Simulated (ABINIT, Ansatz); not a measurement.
# CaC2 (Pnnm): G0W0 on several meshes in ABINIT

Wanted: mesh dependence and cost of G0W0 for CaC2 (Pnnm).

Method: PBEsol and many-body steps on it, plane waves, in ABINIT 10.8.3.

**1. Set-up**

The structure is orthorhombic, space group Pnnm (No. 58). Conventional cell: a = 4.407 Å, b = 5.904 Å, c = 3.897 Å, α = 90.00°, β = 90.00°, γ = 90.00°. Nearest to Ca lie 6 C at 2.62 Å. Nearest to C lie 1 C at 1.26 Å and 3 Ca at 2.62 Å. Farther neighbours are not listed.

The cell and positions are those that the Materials Project relaxed with its own functionals (PBE, PBE+U or r2SCAN), kept fixed.

**2. Empty states on the mesh, 4×2×4 mesh, 272 bands**

This step: ABINIT 10.8.3; DFT, PBEsol, plane waves, norm-conserving pseudopotentials.

The sums over transitions need many empty states on a uniform mesh; this step solves for them.

The input, run.abi:

```
acell 3*1.0 Angstrom
rprim 
  4.407233000000 0.000000000000 0.000000000000
  0.000000000000 5.904349000000 0.000000000000
  0.000000000000 0.000000000000 3.897343000000
ntypat 2
znucl 20 6
natom 6
typat 1 1 2 2 2 2
xred 
  -0.000000000000 -0.000000000000 0.000000000000
  0.500000000000 0.500000000000 0.500000000000
  0.886657000000 0.564468000000 0.000000000000
  0.613343000000 0.064468000000 0.500000000000
  0.386657000000 0.935532000000 0.500000000000
  0.113343000000 0.435532000000 0.000000000000
pp_dirpath "pseudos"
pseudos "Ca.upf, C.upf"
ecut 37
ngkpt 4 2 4
nshiftk 1
shiftk 0 0 0
kptopt 1
chksymbreak 0
iscf -2
irdden 1
istwfk *1
nband 272
nbdbuf 24
tolwfr 1e-09
nstep 60
prtvol 0
indata_prefix "in"
outdata_prefix "out"
tmpdata_prefix "tmp"
```

Run with:

```
$ OMP_NUM_THREADS=1 mpirun -n 8 abinit run.abi > log
```

Numbers of over 12 decimals in the logs are rounded to 6 here.

What it wrote:

```text
.Version 10.8.3 of ABINIT. v10.8.2 released Aug 2026.

 Symmetries : space group Pn n m (# 58); Bravais oP (primitive ortho.)
[... echo of the input left out ...]
== DATASET  1 ==================================================================
-   mpi_nproc: 8, omp_nthreads: 1 (-1 if OMP is not activated)

--- !DatasetInfo
iteration_state: {dtset: 1, }
dimensions: {natom: 6, nkpt: 18, mband: 272, nsppol: 1, nspinor: 1, nspden: 1, mpw: 7400, }
cutoff_energies: {ecut:  37.0, pawecutdg:  -1.0, }
[...]
3.58019    3.58985    3.59392    3.60912    3.60961    3.62740    3.63218    3.63567
   3.63677    3.64426    3.65466    3.66890    3.67166    3.69872    3.71318    3.73158
 prteigrs : prtvol=0 or 1, do not print more k-points.

== END DATASET(S) ==============================================================
================================================================================

 -outvars: echo values of variables after computation  --------
            nband         272
             nkpt          18
          spgroup          58
 [... the other variables as echoed above ...]

 Calculation completed.
```

Wall time 8.6 min (8 MPI ranks of Intel Xeon Platinum 8375C at 2.90GHz (Ice Lake), shared host); peak memory 1.3 GiB.

Numbers from this step:

| Property | Result |
| --- | --- |
| gap | 2.775 eV |
| k of the valence top | 0.5, 0, 0 |
| k of the conduction bottom | 0, 0, 0 |
| least direct gap | 3.126 eV |
| k points computed | 18 |
| lowest point of the top converged band, above the valence top | 90.0678 eV |

On this mesh the gap is 2.775 eV.

The density comes from a self-consistent run that is not shown.

**3. Screening, 4×2×4 mesh, 111 bands, screening to 141.5 eV**

The RPA dielectric matrix is built and inverted for each q.

This step: RPA screening on PBEsol, plane waves, norm-conserving pseudopotentials.

run.abi, as its differences from that of step 2:

```diff
@@ -24,10 +24,11 @@
 chksymbreak 0
-iscf -2
-irdden 1
 istwfk *1
-nband 272
-nbdbuf 24
-tolwfr 1e-09
-nstep 60
-prtvol 0
+occopt 1
+irdwfk 1
+optdriver 3
+nband 111
+ecuteps 5.2
+inclvkb 2
+awtr 1
+symchi 1
 indata_prefix "in"
```

What it wrote:

```text
.Version 10.8.3 of ABINIT. v10.8.2 released Aug 2026.

 Symmetries : space group Pn n m (# 58); Bravais oP (primitive ortho.)
[... echo of the input left out ...]
== DATASET  1 ==================================================================
-   mpi_nproc: 8, omp_nthreads: 1 (-1 if OMP is not activated)

--- !DatasetInfo
iteration_state: {dtset: 1, }
dimensions: {natom: 6, nkpt: 18, mband: 111, nsppol: 1, nspinor: 1, nspden: 1, mpw: 7400, }
cutoff_energies: {ecut:  37.0, pawecutdg:  -1.0, }
electrons: {nelect:   3.60000000E+01, charge:   0.00000000E+00, occopt:   1.00000000E+00, tsmear:   1.00000000E-02, }

 SCREENING: Calculation of the susceptibility and dielectric matrices

 Based on a program developped by R.W. Godby, V. Olevano, G. Onida, and L. Reining.
 Incorporated in ABINIT by V. Olevano, G.-M. Rignanese, and M. Torrent.
.Using double precision arithmetic ; gwpc =  8

[... cell and pseudopotentials left out ...]
--------------------------------------------------------------------------------

 ==== K-mesh for the wavefunctions ====
 Number of points in the irreducible wedge :    18
[... list of points left out ...]
 Together with  8 symmetry operations and time-reversal symmetry
 yields    32 points in the full Brillouin Zone.

 ==== Q-mesh for the screening function ====
 Number of points in the irreducible wedge :    18
[... list of points left out ...]
 Together with  8 symmetry operations and time-reversal symmetry
 yields    32 points in the full Brillouin Zone.

 setmesh: FFT mesh size selected  =    40x   48x   32
          total number of points  =        61440

 vcoul_init : cutoff-mode = AUXILIARY_FUNCTION
 q-points for optical limit:   1
     1)      0.000010    0.000020    0.000030

- screening: taking advantage of time-reversal symmetry
- Maximum band index for partially occupied states nbvw = 18
- Remaining bands to be divided among processors   nbcw = 93
- Number of bands treated by each node ~11

 Number of electrons calculated from density =   36.0000; Expected =   36.0000
 average of density, n =  0.052602
 r_s =    1.6557
 omega_plasma =   22.1236 [eV]

 calculating chi0 at frequencies [eV] :
  1    0.000000E+00    0.000000E+00
  2    0.000000E+00    2.212357E+01

--------------------------------------------------------------------------------
  q-point number  1        q = ( 0.000000, 0.000000, 0.000000) [r.l.u.]
--------------------------------------------------------------------------------
[... chi0 elements left out ...]
 For q-point:  0.000010 0.000020 0.000030
  dielectric constant =   3.4012
  dielectric constant without local fields =   4.0079

  Average fulfillment of the sum rule on Im[epsilon] for q-point    1 :     61.44  [%]
[... wings left out ...]
  q-point number  2        q = ( 0.250000, 0.000000, 0.000000) [r.l.u.]
--------------------------------------------------------------------------------
[... chi0 elements left out ...]
  Average fulfillment of the sum rule on Im[epsilon] for q-point    2 :     72.03  [%]

 [... 16 further q-points ...]
```

Wall time 4.9 min (8 MPI ranks); peak memory 5.4 GiB.

Numbers from this step:

```yaml
eps_infinity_with_local_fields_on_this_mesh_along_the_program_s_q_direction: 3.401
the_same_without_local_fields: 4.008
plasma_frequency: 22.12 eV
plane_waves_in_the_screening_matrix: 397
```

Local fields lower ε∞ by 15 %. On a Γ-centred mesh this coarse the value itself is usually too large, while a short band sum pulls it down.

**4. 4×2×4**

The self-energy is evaluated for the states that the input lists, and the levels follow from it, in one-shot runs by the linearised quasiparticle equation.

This step: G0W0 on PBEsol, plane waves, norm-conserving pseudopotentials.

run.abi, as its differences from that of step 3:

```diff
@@ -27,8 +27,17 @@
 irdwfk 1
-optdriver 3
+optdriver 4
 nband 111
+gwcalctyp 0
+ecutsigx 37
+symsigma 1
+nkptgw 2
+kptgw 
+  0.5000000000 0.0000000000 0.0000000000
+  0.0000000000 0.0000000000 0.0000000000
+bdgw 
+  17 20
+  17 20
 ecuteps 5.2
-inclvkb 2
-awtr 1
-symchi 1
+irdscr 1
+ppmodel 1
 indata_prefix "in"
```

What it wrote:

```text
.Version 10.8.3 of ABINIT. v10.8.2 released Aug 2026.

 Symmetries : space group Pn n m (# 58); Bravais oP (primitive ortho.)
[... echo of the input left out ...]
== DATASET  1 ==================================================================
-   mpi_nproc: 8, omp_nthreads: 1 (-1 if OMP is not activated)

--- !DatasetInfo
iteration_state: {dtset: 1, }
dimensions: {natom: 6, nkpt: 18, mband: 111, nsppol: 1, nspinor: 1, nspden: 1, mpw: 7400, }
cutoff_energies: {ecut:  37.0, pawecutdg:  -1.0, }
electrons: {nelect:   3.60000000E+01, charge:   0.00000000E+00, occopt:   1.00000000E+00, tsmear:   1.00000000E-02, }

 SIGMA: Calculation of the GW corrections

 Based on a program developped by R.W. Godby, V. Olevano, G. Onida, and L. Reining.
 Incorporated in ABINIT by V. Olevano, G.-M. Rignanese, and M. Torrent.
.Using double precision arithmetic ; gwpc =  8

[... cell and pseudopotentials left out ...]
--------------------------------------------------------------------------------

 ==== K-mesh for the wavefunctions ====
 Number of points in the irreducible wedge :    18
[... list of points left out ...]
 Together with  8 symmetry operations and time-reversal symmetry
 yields    32 points in the full Brillouin Zone.

 ==== Q-mesh for screening function ====
 Number of points in the irreducible wedge :    18
[... list of points left out ...]
 Together with  8 symmetry operations and time-reversal symmetry
 yields    32 points in the full Brillouin Zone.

 vcoul_init : cutoff-mode = AUXILIARY_FUNCTION
 q-points for optical limit:   1
     1)      0.000010    0.000020    0.000030
 setmesh: FFT mesh size selected  =    54x   72x   48
          total number of points  =       186624

 Number of electrons calculated from density =   36.0000; Expected =   36.0000
 average of density, n =  0.052602
 r_s =    1.6557
 omega_plasma =   22.1236 [eV]

 === KS Band Gaps ===
  >>>> For spin  1
   Minimum direct gap =   3.1257 [eV], located at k-point      :   0.0000  0.0000  0.0000
   Fundamental gap    =   2.7751 [eV], Top of valence bands at :   0.5000  0.0000  0.0000
                                       Bottom of conduction at :   0.0000  0.0000  0.0000
 SIGMA fundamental parameters:
 PLASMON POLE MODEL  1
 number of plane-waves for SigmaX                 7325
 number of plane-waves for SigmaC and W            397
 number of plane-waves for wavefunctions          7325
 number of bands                                   111
 number of independent spin polarizations            1
 number of spinorial components                      1
 number of k-points in IBZ                          18
 number of q-points in IBZ                          18
 number of symmetry operations                       8
 number of k-points in BZ                           32
 number of q-points in BZ                           32
 number of frequencies for dSigma/dE                 9
 frequency step for dSigma/dE [eV]                0.25
 number of omega for Sigma on real axis              0
 max omega for Sigma on real axis  [eV]           0.00
 zcut for avoiding poles [eV]                     0.10

 EPSILON^-1 parameters (SCR file):
 dimension of the eps^-1 matrix on file            397
 dimension of the eps^-1 matrix used               397
 number of plane-waves for wavefunctions          7325
 number of bands                                   111
 number of q-points in IBZ                          18
 number of frequencies                               2
 number of real frequencies                          1
 number of imag frequencies                          1

 matrix elements of self-energy operator (all in [eV])

 Perturbative Calculation

--- !SelfEnergy_ee
iteration_state: {dtset: 1, }
kpoint     : [   0.500,    0.000,    0.000, ]
spin       : 1
KS_gap     :    5.062
QP_gap     :    7.556
Delta_QP_KS:    2.494
data: !SigmaeeData |
     Band     E0 <VxcDFT>   SigX SigC(E0)      Z dSigC/dE  Sig(E)    E-E0       E
       17   2.203 -14.421 -18.132   2.920   0.778  -0.286 -15.036  -0.614   1.588
       18   2.203 -14.421 -18.132   2.920   0.778  -0.286 -15.036  -0.614   1.588
       19   7.265 -13.407  -7.571  -3.491   0.801  -0.248 -11.527   1.880   9.144
       20   7.265 -13.407  -7.571  -3.491   0.801  -0.248 -11.527   1.880   9.144

--- !SelfEnergy_ee
iteration_state: {dtset: 1, }
kpoint     : [   0.000,    0.000,    0.000, ]
spin       : 1
KS_gap     :    3.126
QP_gap     :    5.275
Delta_QP_KS:    2.149
data: !SigmaeeData |
     Band     E0 <VxcDFT>   SigX SigC(E0)      Z dSigC/dE  Sig(E)    E-E0       E
       17   1.602 -13.724 -16.646   1.986   0.785  -0.275 -14.458  -0.734   0.869
       18   1.852 -13.866 -16.668   1.906   0.784  -0.275 -14.569  -0.703   1.149
       19   4.978 -11.209  -6.434  -3.008   0.818  -0.222  -9.763   1.446   6.424
       20   5.606 -12.814  -7.405  -3.122   0.812  -0.231 -10.956   1.857   7.463

== END DATASET(S) ==============================================================
================================================================================

 -outvars: echo values of variables after computation  --------
           etotal      0.0000000000E+00
            nband         111
             nkpt          18
          spgroup          58
 [... the other variables as echoed above ...]

 Calculation completed.
```

Elapsed: 33 s, on 8 MPI ranks; peak memory 4.3 GiB.

Numbers from this step:

- G0W0 gap on the points computed: 4.836 eV
- starting gap on the mesh: 2.775 eV
- k of the valence top: 0.5, 0, 0
- k of the conduction bottom: 0, 0, 0
- Z at the valence top: 0.778
- Z at the conduction bottom: 0.818
- least direct G0W0 gap on the computed points: 5.275 eV

The gap on the mesh goes from 2.78 eV to 4.84 eV, a correction of +2.06 eV.

**5. Empty states on the mesh, 2×2×2 mesh, 121 bands**

This step: DFT, PBEsol, plane waves, norm-conserving pseudopotentials.

run.abi, as its differences from that of step 4:

```diff
@@ -19,3 +19,3 @@
 ecut 37
-ngkpt 4 2 4
+ngkpt 2 2 2
 nshiftk 1
@@ -24,20 +24,10 @@
 chksymbreak 0
+iscf -2
+irdden 1
 istwfk *1
-occopt 1
-irdwfk 1
-optdriver 4
-nband 111
-gwcalctyp 0
-ecutsigx 37
-symsigma 1
-nkptgw 2
-kptgw 
-  0.5000000000 0.0000000000 0.0000000000
-  0.0000000000 0.0000000000 0.0000000000
-bdgw 
-  17 20
-  17 20
-ecuteps 5.2
-irdscr 1
-ppmodel 1
+nband 121
+nbdbuf 10
+tolwfr 1e-09
+nstep 60
+prtvol 0
 indata_prefix "in"
```

What it wrote:

```text
.Version 10.8.3 of ABINIT. v10.8.2 released Aug 2026.

 Symmetries : space group Pn n m (# 58); Bravais oP (primitive ortho.)
[... echo of the input left out ...]
== DATASET  1 ==================================================================
-   mpi_nproc: 8, omp_nthreads: 1 (-1 if OMP is not activated)

--- !DatasetInfo
iteration_state: {dtset: 1, }
dimensions: {natom: 6, nkpt: 8, mband: 121, nsppol: 1, nspinor: 1, nspden: 1, mpw: 7400, }
cutoff_energies: {ecut:  37.0, pawecutdg:  -1.0, }
[...]
1.72301    1.73853    1.74655    1.79224    1.79352    1.80040    1.80211    1.80660
   1.83864    1.85389    1.86048    1.86399    1.87391    1.87399    1.88335    1.90506
   1.91643
 prteigrs : prtvol=0 or 1, do not print more k-points.

== END DATASET(S) ==============================================================
================================================================================

 -outvars: echo values of variables after computation  --------
            nband         121
             nkpt           8
          spgroup          58
 [... the other variables as echoed above ...]

 Calculation completed.
```

Wall time 59 s (8 MPI ranks); peak memory 0.8 GiB.

This step gave:

```yaml
gap: 2.775 eV
k_of_the_valence_top: 0.5, 0, 0
k_of_the_conduction_bottom: 0, 0, 0
least_direct_gap: 3.126 eV
k_points_computed: 8
lowest_point_of_the_top_converged_band_above_the_valence_top: 46.84 eV
```

On this mesh the gap is 2.775 eV.

(Part 1 of 2 ends here.)

[Paths, hosts, dates, memory and timing lines, banners, echoed tables and standing remarks are left out of the program output.]

[Logs are printed without paths, hosts, clocks, repeated set-up lines and the standing remarks that a program may print on its own settings, such as how far it seeks lower states.]

[Runs of the session that timed out or met a known fault of the program may be left out.]

[No measured gap is set beside runs whose start may be inverted or whose files or cutoffs have a known fault.]

[Hosts, paths, dates, database ids (printed as entryN), source tags and the programs' standing remarks are cut or masked in the printed files.]

[G0W0 gaps are taken among the corrected bands and points alone; a level outside them can change the order at an edge.]

[Where Ansatz stands beside ABINIT at settings called matched, ABINIT's density can come from a denser mesh and the files from another edition; pairs whose starting gaps differed by over 0.03 eV were left out, so agreement reads better than it is.]
